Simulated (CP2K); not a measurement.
Two runs for the N K edge of 1,2,4-triazole. Run A: CP2K XAS_TDP, all-electron GAPW, PBEh(45%), aug-cc-pVDZ, TDA, no relativity. Run B differs in one setting.

First lines with a strength over 0.0015. A:

| atom | energy (eV) | states | strength, one atom |
| --- | --- | --- | --- |
| N2 (bonded to 2 C) | 395.86 | 1 | 0.0508 |
|  | 398.10 | 1 | 0.0030 |
|  | 399.63 | 1 | 0.0020 |
|  | 400.80 | 1 | 0.0016 |
|  | 400.94 | 1 | 0.0029 |
| N4 (bonded to C, N and H) | 398.30 | 1 | 0.0365 |
|  | 400.05 | 1 | 0.0166 |
|  | 402.25 | 1 | 0.0081 |
|  | 402.62 | 1 | 0.0130 |
|  | 402.95 | 1 | 0.0047 |
| N5 (bonded to C and N) | 396.20 | 1 | 0.0511 |
|  | 399.53 | 1 | 0.0080 |
|  | 400.38 | 1 | 0.0155 |
|  | 400.72 | 1 | 0.0097 |
|  | 400.89 | 1 | 0.0059 |

B:

| atom | energy (eV) | states | strength, one atom |
| --- | --- | --- | --- |
| N2 (bonded to 2 C) | 400.94 | 1 | 0.0501 |
|  | 403.18 | 1 | 0.0030 |
|  | 404.71 | 1 | 0.0020 |
|  | 405.88 | 1 | 0.0016 |
|  | 406.02 | 1 | 0.0029 |
| N4 (bonded to C, N and H) | 403.18 | 1 | 0.0360 |
|  | 404.93 | 1 | 0.0164 |
|  | 407.12 | 1 | 0.0080 |
|  | 407.49 | 1 | 0.0128 |
|  | 407.83 | 1 | 0.0046 |
| N5 (bonded to C and N) | 401.24 | 1 | 0.0505 |
|  | 404.58 | 1 | 0.0079 |
|  | 405.42 | 1 | 0.0153 |
|  | 405.76 | 1 | 0.0096 |
|  | 405.93 | 1 | 0.0058 |

Q: Which was it: GW2X switched on, the functional, the basis, scalar relativity switched on?

GW2X switched on. GW2X shifts an atom's lines together and keeps their spacings. Against PBEh(45%) in aug-cc-pVDZ, the leading lines move by +5.08 eV (N2, to 400.94), +4.88 eV (N4, to 403.18) and +5.04 eV (N5, to 401.24).

[Hosts, paths, dates, database ids (printed as entryN), source tags and the programs' standing remarks are cut or masked in the printed files.]
